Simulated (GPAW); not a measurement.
Consider CdSe (F-43m).

```cif
data_structure
_symmetry_space_group_name_H-M 'P 1'
_symmetry_Int_Tables_number 1
_cell_length_a 4.3420
_cell_length_b 4.3420
_cell_length_c 4.3420
_cell_angle_alpha 60.000
_cell_angle_beta 60.000
_cell_angle_gamma 60.000
_cell_volume 57.88
loop_
_atom_site_label
_atom_site_type_symbol
_atom_site_fract_x
_atom_site_fract_y
_atom_site_fract_z
_atom_site_occupancy
Cd1 Cd 0.00000 0.00000 0.00000 1
Se2 Se 0.25000 0.25000 0.25000 1
```

Absorber: atom 2, with 4 Cd at 2.66 Å (tetrahedral, site symmetry -43m). Method: GPAW, PBE, full core hole (charged cell), 8-atom cell with 6.1 Å between holes, 3×3×3 k points, dipole transitions, Gaussian full width 2.33 eV up to 4 eV, rising linearly to 3.5 eV at 25 eV.

Question: What does the Se K edge look like?

Main maxima up to 30 eV above the zero (height): 3.6 eV (1.47), 6.8 eV (1.55), 14.8 eV (1.23), 23.2 eV (1.21) and 29.8 eV (1.32). A K edge sees empty p states on the absorber. 

The Se K spectrum (energy from the lowest empty level; intensity scaled to a mean of 1 over the first 20 eV):

| E (eV) | intensity |
| --- | --- |
| -2.0 | 0.00 |
| -1.0 | 0.01 |
| 0.0 | 0.06 |
| 1.0 | 0.32 |
| 2.0 | 0.86 |
| 3.0 | 1.37 |
| 4.0 | 1.46 |
| 5.0 | 1.37 |
| 6.0 | 1.48 |
| 7.0 | 1.53 |
| 8.0 | 1.25 |
| 9.0 | 0.88 |
| 10.0 | 0.65 |
| 11.0 | 0.55 |
| 12.0 | 0.66 |
| 13.0 | 0.92 |
| 14.0 | 1.16 |
| 15.0 | 1.22 |
| 16.0 | 1.06 |
| 17.0 | 0.89 |
| 18.0 | 0.87 |
| 19.0 | 0.90 |
| 20.0 | 0.88 |
| 21.0 | 0.93 |
| 22.0 | 1.09 |
| 23.0 | 1.21 |
| 24.0 | 1.14 |
| 25.0 | 0.98 |
| 26.0 | 0.90 |
| 27.0 | 0.94 |
| 28.0 | 1.08 |
| 29.0 | 1.25 |
| 30.0 | 1.32 |
| 31.0 | 1.20 |
| 32.0 | 1.02 |

The script folds with a Gaussian, whereas the core hole's own line is a Lorentzian, so the onset is too steep and the first peak too high. The holes are only 6.1 Å apart, so the shape is probably not converged with cell size; no larger cell was run here. The mesh is coarse (0.34 Å⁻¹ between points), so small maxima may be mesh ripples. Lifetime broadening is put in by hand, and intensities beyond about 20 eV depend on it and on the partial waves. The structure is a computed Materials Project entry and may be a hypothetical form.

[Banner, clock and machine lines of the logs are left out without a mark of their own.]

[Logs are printed without paths, hosts, clocks, repeated set-up lines and the standing remarks that a program may print on its own settings, such as how far it seeks lower states.]

[Hosts, paths, dates, database ids (printed as entryN), source tags and the programs' standing remarks are cut or masked in the printed files.]

[Lists of maxima count a maximum above −3 eV only where it reaches 4 % of the highest in the window and stands out from its surroundings by 2 % of it (1.5 % where it reaches 55 %); shoulders and weaker maxima are passed over, and of the rest the first, up to two pre-edge ones and the few strongest are named.]
